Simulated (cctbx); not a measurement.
# What is wrong with this refinement?

Cell a = 5.8230 Å, b = 3.7260 Å, c = 6.1690 Å, α = 90.00°, β = 90.00°, γ = 90.00°; space group Pnma (no. 62).

Simulated single-crystal data (cctbx): Mo Kα, λ = 0.71073 Å, to d = 0.65 Å, 50 % of the full sphere, strongest reflection 5000 counts, noise from counting, a 6 % proportional error and a noise floor of 4 counts (s.d.); no absorption.

An anisotropic refinement with weights 1/σ² prints:

```text
Rint 0.057, 280 unique reflections to 0.65 A
cycle     R1     wR2    GooF  max shift (A)
   1  0.0621  0.1449   2.081   0.00182
   2  0.0564  0.1321   1.896   0.00000
final R1 0.0564 wR2 0.1321 GooF 1.896  parameters 12  data/parameter 23.3
atom        x        y        z      Ueq    occ   su(xyz)  su(Uiso or U11)
Ge1    0.78723  0.75000  0.88051   0.0085  1.000  0.00023  0.0007
Cu1    0.00337  0.75000  0.30265   0.0094  1.000  0.00028  0.0007
difference map: max 10.78 min -1.82 rms 0.74
Q1    0.1571  0.7500  0.9485    4   10.98  2.17 A from Ge1
Q2    0.1816  0.2500  0.0953    4    1.91  0.24 A from Ge1
Q3    0.2053  0.7500  0.6224    4    1.71  0.48 A from Ge1
Q4    0.1353  0.2500  0.9897    4    1.49  0.92 A from Ge1
Q5    0.0439  0.7500  0.3052    4    1.47  0.24 A from Cu1
Q6    0.0616  0.5893  0.5117    8    1.47  1.46 A from Cu1
```

Q: Accept it or mend it, and why?

Mend it. The fault: an atom left out, Be at (0.6593, 3/4, 0.5516). Against the right model at the same level, R1 goes from 0.0292 to 0.0564 and GooF from 0.98 to 1.90 and the top difference peak, 11.0 e/Å³, lies 2.17 Å from Ge1. Q1 is the missing atom. With scattering power missing, scale and phases suffer, so peaks may also grow on the heavy atoms.

The compound is BeCuGe. The right model at the same level gives:

```text
Rint 0.057, 280 unique reflections to 0.65 A
cycle     R1     wR2    GooF  max shift (A)
   1  0.0394  0.0922   1.338   0.01253
   2  0.0292  0.0675   0.980   0.00004
final R1 0.0292 wR2 0.0675 GooF 0.980  parameters 18  data/parameter 15.6
atom        x        y        z      Ueq    occ   su(xyz)  su(Uiso or U11)
Ge1    0.78721  0.75000  0.88051   0.0093  1.000  0.00011  0.0003
Cu1    0.00364  0.75000  0.30272   0.0101  1.000  0.00014  0.0004
Be1    0.65856  0.75000  0.55168   0.0186  1.000  0.00180  0.0037
difference map: max 1.50 min -1.61 rms 0.44
Q1    0.0701  0.5812  0.5087    8    1.57  1.47 A from Cu1
Q2    0.1758  0.7500  0.2976    4    1.49  1.00 A from Cu1
Q3    0.0420  0.2500  0.8351    4    1.47  0.89 A from Cu1
Q4    0.1411  0.2500  0.9941    4    1.46  0.88 A from Ge1
Q5    0.2179  0.2500  0.7511    4    1.43  1.33 A from Cu1
Q6    0.1212  0.9889  0.0770    8    1.32  1.14 A from Ge1
```

Isotropic U is held between 0.0001 and 1 Å² by the program, and listed peak heights are interpolated, so they can pass the grid's maximum.

This is a model crystal, built by substitution and not relaxed, with assumed displacement parameters.

[Middle refinement cycles are left out of these outputs.]

[Logs are printed without paths, hosts, clocks, repeated set-up lines and the standing remarks that a program may print on its own settings, such as how far it seeks lower states.]
